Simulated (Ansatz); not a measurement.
# Decaying states in the gap of CsH3SeO, part 3 of 3

Aim: relax a made-up compound, CsH3SeO, and see how good a tunnel barrier it would be. It is built by putting Se for part of the O in the CsH3O2 structure of space group Amm2, with the volume rescaled by atomic radii. The parent structure comes from the Materials Project.

Ansatz 0.2.0; LDA DFT, plane waves, PAW files (the session's first sound run).

So far, gap on path (eV): step 3 (band edges) 2.29.

The structure was built from a prototype and need not be the compound's stable phase.

## 5. Complex bands, plane (001), k-mesh 6×6×6 (continued)

Level of this step: LDA DFT, plane waves, PAW files; complex bands by layer matching along the plane's normal (Ansatz).

K parallel (0.5, 0); values up to 1.5 1/Å, a degenerate pair printed once or twice; energies at which all values exceed this have no row. Table of Im kz of the slowest decaying states by energy, zero at the highest filled level on the SCF mesh:

| energy (eV) | decay 1 (Å⁻¹) | decay 2 (Å⁻¹) | decay 3 (Å⁻¹) | decay 4 (Å⁻¹) |
| --- | --- | --- | --- | --- |
| -1.00 | 0.242 | 0.279 | 0.364 | 0.548 |
| -0.67 | 0.395 | 0.416 | 0.450 | 0.610 |
| -0.34 | 0.413 | 0.503 | 0.527 | 0.647 |
| -0.12 | 0.419 | 0.542 | 0.563 | 0.666 |
| -0.01 | 0.422 | 0.559 | 0.579 | 0.674 |
| 0.21 | 0.424 | 0.587 | 0.608 | 0.691 |
| 0.54 | 0.424 | 0.620 | 0.648 | 0.716 |
| 0.87 | 0.419 | 0.646 | 0.687 | 0.748 |
| 1.20 | 0.411 | 0.666 | 0.716 | 0.732 |
| 1.42 | 0.403 | 0.677 | 0.694 | 0.769 |
| 1.75 | 0.387 | 0.659 | 0.691 | 0.759 |
| 2.08 | 0.367 | 0.620 | 0.694 | 0.703 |
| 2.41 | 0.342 | 0.578 | 0.628 | 0.713 |
| 2.63 | 0.321 | 0.548 | 0.584 | 0.719 |
| 2.96 | 0.283 | 0.498 | 0.518 | 0.728 |
| 3.29 | 0.231 | 0.441 | 0.447 | 0.738 |

At the listed wavevectors the last open channel is at -0.01 eV and the next at +2.30 eV on the grid. At +1.09 eV, the grid energy nearest the filling level (the middle of the gap on the SCF mesh), the slowest state at the listed wavevectors decays with κ = 0.242 Å⁻¹, its amplitude falling by e over 4.1 Å; the first such run, plane (010), gave 0.242 Å⁻¹.

## 6. The same cell, other settings: output.transmission.temperature = 600.0

This step: LDA DFT, plane waves, PAW files; complex bands by layer matching along the plane's normal; changed: output.transmission.temperature = 600.0 (Ansatz 0.2.0).

This run repeats an earlier one, its twin (the complex run, plane (010)), with one setting changed (output.transmission.temperature; files written aside). It is meant to test how the leads' temperature enters. Where the input is shown as a difference, that is against the step before, not the twin.

Input file input.yaml:

```yaml
crystal:
  lattice:
    - [8.981237763, 0.0, 0.0]
    - [0.0, 4.539638071, 0.0]
    - [4.490618882, 0.0, 2.574852795]
  atoms:
    - { symbol: Cs, position: [0.0143586438, 0.0, 0.0] }
    - { symbol: H, position: [0.5603860689, 0.5, 0.0] }
    - { symbol: H, position: [0.5598351248, 0.5, 0.3597354206] }
    - { symbol: H, position: [0.9195705454, 0.5, 0.6402645794] }
    - { symbol: O, position: [0.679663529, 0.5, 0.0] }
    - { symbol: Se, position: [0.3474374281, 0.5, 0.0] }
kpoints:
  mp_grid: { grid: [10, 6, 10] }
scf:
  occupations: { method: fixed }
hamiltonian:
  xc: lda
output:
  eigenvalues: true
  transmission:
    leads: [[0, 0]]
    kpoints: [[0.0, 0.0], [0.5, 0.0]]
    e_range: [-1.0, 3.29]
    de: 0.11
    temperature: 600.0
```

On the command line:

```console
$ ansatz run input.yaml --threads 2 --pin off --max-ram 4096MiB --backend cpu --events-out ev --progress --plain --runs-dir out
```

Numbers of over 12 decimals in the logs are rounded to 6 here.

The program printed:

```text
[...]
Crystal: 6 atoms, lattice volume = 104.981 Å³
Basis set: ecut = 420 eV, 2073 PW (Γ)
Bands: 23, of which v1, the nominal top of the filled ones, is band 17 counted from 1 (16 counted from 0)
Symmetry: 4 space group operations
[...]
k-points: 124 of 600 (time reversal used)
[...]
SCF iter   1: F=—  HF=-11492.786390 eV  |F-HF|=—  |Δ(HF+E_count)|=         —  Δρ=9.07e-3  dr2=1.13e-1  ethr=1.77e-3  ⟨swp⟩=4.1  Hψ=12040  notcnv=0  defer=486
[...]
SCF iter   7: F=-11492.748770 eV  HF=-11492.748770 eV  |F-HF|=1.39e-8  |Δ(HF+E_count)|=   7.70e-7  Δρ=8.45e-6  dr2=7.93e-8  ethr=2.94e-10  ⟨swp⟩=8.5  Hψ=14383  notcnv=0
SCF 1 converged in 7 iterations: F = -11492.748770 eV  dr2 = 7.93e-8
[...]
transmission: 4 of 8 steps passed
transmission: 8 of 8 steps passed
SCF converged after 7 iterations
Free energy (F): -11492.748770 eV
[...]
Internal energy: -11492.748770 eV  (E = F + TS)
E sigma→0 (E₀):  -11492.748770 eV
Fermi energy:    4.230632 eV
[...]
--- Band table (eV; the first three rows and the last of 124) ---
  k-point 0: bands = [... 13 lower, -0.0954, 2.8775, 2.8846, 4.2306, 6.5176, 7.1514, 9.7897, 9.8552, ... 2 higher]
  k-point 1: bands = [... 13 lower, -0.1077, 2.4926, 2.9661, 4.1330, 7.2291, 7.4331, 9.1223, 9.9643, ... 2 higher]
  k-point 2: bands = [... 13 lower, -0.1283, 2.0410, 3.0891, 3.9313, 7.5715, 8.3520, 8.7385, 10.1125, ... 2 higher]
  k-point 123: bands = [... 13 lower, -0.2744, 2.4419, 2.9907, 3.0375, 8.0992, 8.4363, 9.3562, 9.4048, ... 2 higher]
--- Transmission ---
  basis      : 357 plane waves across, 4 finite elements along
  points     : 2, as listed
[...]
channels       : 0.000000e0 a spin
[...]
slowest decay  : 0.2422 /Å at (0.0000, 0.0000)
```

The job ended after 89 s (2 threads of Arm Neoverse V2, shared host; peak memory 1.1 GiB).

This step gave:

```yaml
free_energy: -11492.7488 eV
decay_constant_at_the_filling_level_zone_centre: 0.2422 Å⁻¹
decay_constant_at_the_filling_level_slowest_listed_point: 0.2422 Å⁻¹
```

K parallel (0, 0); values up to 1.5 1/Å, a degenerate pair printed once or twice; energies at which all values exceed this have no row. The Im kz of the slowest decaying states by energy, zero at the highest filled level on the SCF mesh:

| energy (eV) | decay 1 (Å⁻¹) | decay 2 (Å⁻¹) | decay 3 (Å⁻¹) | decay 4 (Å⁻¹) |
| --- | --- | --- | --- | --- |
| -1.00 | 0.179 | 0.218 | 0.501 | 0.774 |
| -0.67 | 0.227 | 0.267 | 0.333 | 0.365 |
| -0.34 | 0.172 | 0.253 | 0.348 | 0.383 |
| -0.12 | 0.262 | 0.378 | 0.383 | 0.402 |
| -0.01 | 0.265 | 0.397 | 0.408 | 0.420 |
| 0.21 | 0.267 | 0.318 | 0.417 | 0.420 |
| 0.54 | 0.265 | 0.423 | 0.444 | 0.469 |
| 0.87 | 0.254 | 0.420 | 0.457 | 0.551 |
| 1.20 | 0.235 | 0.411 | 0.460 | 0.519 |
| 1.42 | 0.217 | 0.401 | 0.454 | 0.488 |
| 1.75 | 0.179 | 0.380 | 0.427 | 0.435 |
| 2.08 | 0.116 | 0.352 | 0.374 | 0.380 |
| 2.41 | 0.296 | 0.310 | 0.313 | 0.493 |
| 2.63 | 0.227 | 0.242 | 0.279 | 0.483 |
| 2.96 | 0.202 | 0.466 | 0.573 | 0.612 |
| 3.29 | 0.106 | 0.444 | 0.557 | 0.563 |

K parallel (0.5, 0); values up to 1.5 1/Å, a degenerate pair printed once or twice; energies at which all values exceed this have no row. The Im kz of the slowest decaying states by energy, zero at the highest filled level on the SCF mesh:

| energy (eV) | decay 1 (Å⁻¹) | decay 2 (Å⁻¹) | decay 3 (Å⁻¹) | decay 4 (Å⁻¹) |
| --- | --- | --- | --- | --- |
| -1.00 | 0.274 | 0.580 | 0.831 | 0.907 |
| -0.67 | 0.298 | 0.345 | 0.435 | 0.790 |
| -0.34 | 0.366 | 0.377 | 0.751 | 0.892 |
| -0.12 | 0.209 | 0.389 | 0.391 | 0.726 |
| -0.01 | 0.318 | 0.395 | 0.397 | 0.713 |
| 0.21 | 0.402 | 0.407 | 0.426 | 0.688 |
| 0.54 | 0.406 | 0.412 | 0.508 | 0.651 |
| 0.87 | 0.405 | 0.407 | 0.555 | 0.613 |
| 1.20 | 0.393 | 0.398 | 0.574 | 0.585 |
| 1.42 | 0.379 | 0.390 | 0.547 | 0.599 |
| 1.75 | 0.351 | 0.374 | 0.503 | 0.614 |
| 2.08 | 0.312 | 0.353 | 0.456 | 0.624 |
| 2.41 | 0.255 | 0.324 | 0.401 | 0.629 |
| 2.63 | 0.199 | 0.299 | 0.359 | 0.630 |
| 2.96 | 0.247 | 0.281 | 0.630 | 0.687 |
| 3.29 | 0.112 | 0.173 | 0.628 | 0.653 |

The temperature enters the conductance and not T(E) itself. No conductance was computed here for it to change.

## 7. Results

```json
{
  "band gap": "2.29 eV",
  "least decay constant at mid-gap, normal to (010)": "0.242 Å⁻¹",
  "least decay constant at mid-gap, normal to (001)": "0.242 Å⁻¹"
}
```

**Reading.** With LDA, the slowest decay at the wavevectors tried is κ = 0.242 Å⁻¹, normal to (010). Through such a film the transmission near mid-gap falls as exp(−2κd), a factor of ten every 4.8 Å. The directions tried decay at nearly the same rate. A free electron under a barrier of half the gap would need a mass of 0.20 mₑ to decay at this rate. The compound is made up by substitution; its stability against other phases and against distortions of the cell's symmetry was not tested. A semilocal functional narrows gaps, so real decay constants are likely larger.

[Logs are printed without paths, hosts, clocks, repeated set-up lines and the standing remarks that a program may print on its own settings, such as how far it seeks lower states.]

[Hosts, paths, dates, database ids (printed as entryN), source tags and the programs' standing remarks are cut or masked in the printed files.]
